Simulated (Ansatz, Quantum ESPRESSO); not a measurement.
# Lattice dynamics of BP (F-43m) in two programs, part 3 of 4

Wanted: phonon bands, density of states and zone-centre response of BP (F-43m).

Quantum ESPRESSO 7.5; DFT LDA, scalar-relativistic, plane waves, PseudoDojo norm-conserving pseudopotentials.

So far, highest frequency (cm⁻¹): step 7 (dispersion) 829. The relaxed cell has a = 4.487 Å (conventional setting).

### Step 9. Modes with the sum rule

A rigid shift of the crystal must cost nothing, but grids and finite bases break this; the acoustic sum rule is imposed before the matrix is diagonalised again. With Born charges the intensities follow, and the static dielectric tensor.

Input file dynmat.in:

```
&input
   fildyn = 'x.dyn1'
   asr = 'simple'
   fileig = 'dynmat.eig'
   lperm = .true.
/
```

Started as:

```
$ dynmat.x -in dynmat.in > dynmat.out
```

Numbers of over 12 decimals in the logs are rounded to 6 here.

The log of the run:

```text
[banner, memory and clock lines left out]
Program DYNMAT v.7.5

     Reading Dynamical Matrix from file x.dyn1
     ...Force constants read
     ...epsilon and Z* read
     A direction for q was not specified:TO-LO splitting will be absent

     Polarizability (A^3 units)
     multiply by 0.261767 for Clausius-Mossotti correction
        15.205210    0.000000   -0.000000
         0.000000   15.205210   -0.000000
        -0.000000   -0.000000   15.205210

     IR activities are in (D/A)^2/amu units

# mode   [cm-1]    [THz]      IR
    1     -0.00   -0.0000    0.0000
    2      0.00    0.0000    0.0000
    3      0.00    0.0000    0.0000
    4    821.56   24.6297    1.1822
    5    821.56   24.6297    1.1822
    6    821.56   24.6297    1.1822

Electronic dielectric permittivity tensor (relative, adimensional)
         9.460565    0.000000   -0.000000
         0.000000    9.460565   -0.000000
        -0.000000   -0.000000    9.460565

 ... with zone-center polar mode contributions
         9.625981    0.000000    0.000000
         0.000000    9.625981    0.000000
         0.000000    0.000000    9.625981
```

It took 0.48 s on 1 thread of Arm Neoverse V1, shared host.

This step gave:

```
mean static dielectric constant : 9.626
```

Unit eigenvectors of the mass-weighted matrix after the sum rule; no LO-TO term. The modes at Γ (shares of kinetic energy by element, %):

| mode | frequency (cm⁻¹) | symmetry | B % | P % |
| --- | --- | --- | --- | --- |
| 1 | 0.0 | acoustic | 26 | 74 |
| 2 | 0.0 | acoustic | 26 | 74 |
| 3 | 0.0 | acoustic | 26 | 74 |
| 4 | 821.6 | T2 | 74 | 26 |
| 5 | 821.6 | T2 | 74 | 26 |
| 6 | 821.6 | T2 | 74 | 26 |

Displacements in mode 4 (821.6 cm⁻¹), the largest set to 1:
```
B1   0.00  0.00  1.00
P2   0.00  0.00 -0.35
```

Degenerate modes summed, no LO-TO term. Lines of the infrared spectrum (strongest = 100):

```csv
position (cm⁻¹),lines merged,label,"IR intensity, relative"
822,3,T2,100
```

Static dielectric tensor (ions relaxed, fixed cell):

```
9.63 0.00 0.00
0.00 9.63 0.00
0.00 0.00 9.63
```

The rule moves no optical mode by more than 0.1 cm⁻¹.

### Step 10. Sum rules set otherwise: a sum rule for molecules or wires on a crystal

This rule also removes rotations, which suits molecules and not a crystal; it is tried to see the harm.

Input file dynmat.in:

```
&input
   fildyn = 'x.dyn1'
   asr = 'zero-dim'
   fileig = 'dynmat.eig'
   lperm = .true.
/
```

Started as:

```
$ dynmat.x -in dynmat.in > dynmat.out
```

The log of the run:

```text
[banner, memory and clock lines left out]
Program DYNMAT v.7.5

     Reading Dynamical Matrix from file x.dyn1
     ...Force constants read
     ...epsilon and Z* read
     Acoustic Sum Rule: || Z*(ASR) - Z*(orig)|| =    1.284727E+00
     Acoustic Sum Rule: ||dyn(ASR) - dyn(orig)||=    1.157854E+00
     A direction for q was not specified:TO-LO splitting will be absent

     Polarizability (A^3 units)
     multiply by 0.261767 for Clausius-Mossotti correction
        15.205210    0.000000   -0.000000
         0.000000   15.205210   -0.000000
        -0.000000   -0.000000   15.205210

     IR activities are in (D/A)^2/amu units

# mode   [cm-1]    [THz]      IR
    1     -0.00   -0.0000    0.0000
    2      0.00    0.0000    0.0000
    3      0.00    0.0000    0.0000
    4      0.00    0.0000    0.0000
    5      0.00    0.0000    0.0000
    6    821.56   24.6296    1.1822

Electronic dielectric permittivity tensor (relative, adimensional)
         9.460565    0.000000   -0.000000
         0.000000    9.460565   -0.000000
        -0.000000   -0.000000    9.460565

 ... with zone-center polar mode contributions
         9.515704   -0.055139   -0.055139
        -0.055139    9.515704    0.055139
        -0.055139    0.055139    9.515704
```

It took 0.48 s on 1 thread.

The program raised no error, yet the settings are not those of a careful run.

The fault: a sum rule for molecules or wires on a crystal; 2 optical modes are projected out to zero frequency, as if they were rotations, and the static dielectric tensor is spoilt.

For a crystal the rule has to be 'simple' or 'crystal'.

Zone-centre frequencies as printed; negative means imaginary. Modes:

```
mode  frequency (cm⁻¹)
   1                 0
   2                 0
   3                 0
   4                 0
   5                 0
   6             821.6
```

### Step 11. The LO-TO splitting (1 0 0)

A longitudinal polar mode sets up a macroscopic field that stiffens it; the term hangs on the direction from which q goes to zero.

Input file dynmat.in:

```
&input
   fildyn = 'x.dyn1'
   asr = 'simple'
   fileig = 'dynmat.eig'
   q(1) = 1.0
   q(2) = 0.0
   q(3) = 0.0
/
```

Started as:

```
$ dynmat.x -in dynmat.in > dynmat.out
```

The log of the run:

```text
[banner, memory and clock lines left out]
Program DYNMAT v.7.5

     Reading Dynamical Matrix from file x.dyn1
     ...Force constants read
     ...epsilon and Z* read

     Polarizability (A^3 units)
     multiply by 0.261767 for Clausius-Mossotti correction
        15.205210    0.000000   -0.000000
         0.000000   15.205210   -0.000000
        -0.000000   -0.000000   15.205210

     IR activities are in (D/A)^2/amu units

# mode   [cm-1]    [THz]      IR
    1     -0.00   -0.0000    0.0000
    2      0.00    0.0000    0.0000
    3      0.00    0.0000    0.0000
    4    821.56   24.6297    1.1822
    5    821.56   24.6297    1.1822
    6    828.71   24.8440    1.1822
```

It took 0.48 s on 1 thread.

Numbers from this step:

```yaml
highest_mode_moved_by_the_lo_to_term: 828.7 cm⁻¹
```

Zone-centre frequencies as printed; negative means imaginary. Modes:

```csv
mode,frequency (cm⁻¹)
1,0
2,0
3,0
4,821.6
5,821.6
6,828.7
```

The field moves one mode, from 822 to 829 cm⁻¹; the others stay.

### Step 12. The dispersion under another sum rule (asr all)

The sum rule corrects the force constants themselves, so it can shift branches at any wavevector, low ones most.

Input file matdyn.in:

```
&input
   asr = 'all'
   flfrc = 'x.fc'
   flfrq = 'x.freq'
   flvec = 'x.modes'
   q_in_band_form = .true.
   q_in_cryst_coord = .true.
/
8
  0.0000000   0.0000000   0.0000000   8  ! GAMMA
  0.0000000   0.5000000   0.5000000   8  ! X
 -0.0000000   0.6250000   0.3750000   1  ! U
 -0.3750000   0.3750000  -0.0000000   8  ! K
  0.0000000   0.0000000   0.0000000   8  ! GAMMA
 -0.0000000   0.5000000  -0.0000000   8  ! L
 -0.2500000   0.5000000   0.2500000   8  ! W
  0.0000000   0.5000000   0.5000000   1  ! X
```

Started as:

```
$ matdyn.x -in matdyn.in > matdyn.out
```

The log of the run:

```text
[banner, memory and clock lines left out]
Program MATDYN v.7.5

 mass for atomic type   1 not given; uses mass from file x.fc
 mass for atomic type   2 not given; uses mass from file x.fc

     WARNING: To use asr = 'all' for infrared-active solids, i.e., solids with nonzero
     Born effective charge, one must set read_lr = .true. in the matdyn.x input. Also,
     the flfrc file must have been constructed with write_lr = .true. in the q2r.x input.
     If the system is infrared inactive and you have nonzero Born effective charge due to
     numerical noise, you can ignore this warning.

 Norm of the difference between old and new effective charges:    1.855e-17

 Huang before:    1   1   1   2,   residual stress:   2.387e-13
 Huang before:    1   1   1   3,   residual stress:   6.402e-13
 Huang before:    1   1   2   2,   residual stress:  -7.699e-13
 Huang before:    1   1   2   3,   residual stress:  -2.34732e-11
 Huang before:    1   1   3   3,   residual stress:  -1.4421e-12
 Huang before:    1   2   1   3,   residual stress:   1.855e-13
 Huang before:    1   2   2   2,   residual stress:  -1.4616e-12
 Huang before:    1   2   2   3,   residual stress:   4.97e-14
 Huang before:    1   2   3   3,   residual stress:  -2.41887e-11
 Huang before:    1   3   2   2,   residual stress:  -2.34924e-11
 Huang before:    1   3   2   3,   residual stress:   3.03e-14
 Huang before:    1   3   3   3,   residual stress:  -6.693e-13
 Huang before:    2   2   2   3,   residual stress:  -6.72e-13
 Huang before:    2   2   3   3,   residual stress:   1.4197e-12
 Huang before:    2   3   3   3,   residual stress:   6.779e-13

 Norm of the difference between old and new force-constants:   1.02258e-07

   You are using asr="all", please consider citing C. Lin, S. Ponc\'e and N. Marzari, npj Comput Mater 8, 236 (2022).
```

The job ended after 0.51 s (1 thread).

At the labelled points the branches move by no more than 0.1 cm⁻¹. The log warns that this rule wants the long-range part of the force constants stored apart (write_lr, read_lr) in a polar crystal, which was not done.

### Step 13. A changed mass

Force constants don't depend on the masses, so an isotope effect costs no new response.

Input file matdyn.in:

```
&input
   asr = 'simple'
   flfrc = 'x.fc'
   flfrq = 'x.freq'
   flvec = 'x.modes'
   q_in_band_form = .true.
   q_in_cryst_coord = .true.
   amass(1) = 21.62
   amass(2) = 30.974
/
8
  0.0000000   0.0000000   0.0000000   8  ! GAMMA
  0.0000000   0.5000000   0.5000000   8  ! X
 -0.0000000   0.6250000   0.3750000   1  ! U
 -0.3750000   0.3750000  -0.0000000   8  ! K
  0.0000000   0.0000000   0.0000000   8  ! GAMMA
 -0.0000000   0.5000000  -0.0000000   8  ! L
 -0.2500000   0.5000000   0.2500000   8  ! W
  0.0000000   0.5000000   0.5000000   1  ! X
```

Started as:

```
$ matdyn.x -in matdyn.in > matdyn.out
```

The log of the run:

```text
[banner, memory and clock lines left out]
Program MATDYN v.7.5
```

Run time: 0.49 s. Hardware: 1 thread.

Matdyn.x, sum rule simple. The phonon branches at the labelled points (cm⁻¹):

```
    point  branch 1  branch 2  branch 3  branch 4  branch 5  branch 6
        Γ         0         0         0       652       652       657
  halfway       217       217       334       603       603       643
        X       283       283       537       569       569       569
  halfway       284       316       515       539       569       593
        U       281       380       469       499       572       611
jump to K       281       380       469       499       572       611
  halfway       194       258       330       609       614       626
        Γ         0         0         0       652       652       657
  halfway       160       160       319       628       628       634
        L       200       200       516       551       617       617
  halfway       261       317       477       512       593       615
        W       351       373       444       484       579       599
  halfway       313       319       498       522       577       593
        X       283       283       537       569       569       569
```

The phonon branches as a text plot (rows in cm⁻¹):

```
    644 |*********               ************
    616 |    ***  *      **********         *************
    589 |       ** ** ***  *****               *     ************
    562 |         *********   **                **             **
    534 |            ****   **                    ****       ****
    507 |          **  *****                     *******    ***
    479 |                **                     *     * ****
    452 |         *                            *       ******
    425 |                  *
    397 |       **         ***               **
    370 |                ** ****                        ****
    342 |     **        *       *                      * ****
    315 |              *      **            *         * *    **
    288 |          ********                          * *      ***
    260 |    *  ***        ***  ***                   *
    233 |                     **           *        **
    205 |     **                *****          ******
    178 |  ***                           **  **
    151 |                        **         *
    123 |  **                      **      *
     96 | *                        ***  ***
     68 | *                          *
     41 |                            *  *
     14 |*                            **
         Γ           X  U|K            Γ         L        W     X
```

The top of the path falls from 829 to 657 cm⁻¹, a ratio of 0.79; a mode of that atom alone would give 0.71.

(Part 3 of 4 ends here.)

[Host names and launcher messages were left out of these logs when they were recorded.]

[Logs are printed without paths, hosts, clocks, repeated set-up lines and the standing remarks that a program may print on its own settings, such as how far it seeks lower states.]

[Hosts, paths, dates, database ids (printed as entryN), source tags and the programs' standing remarks are cut or masked in the printed files.]
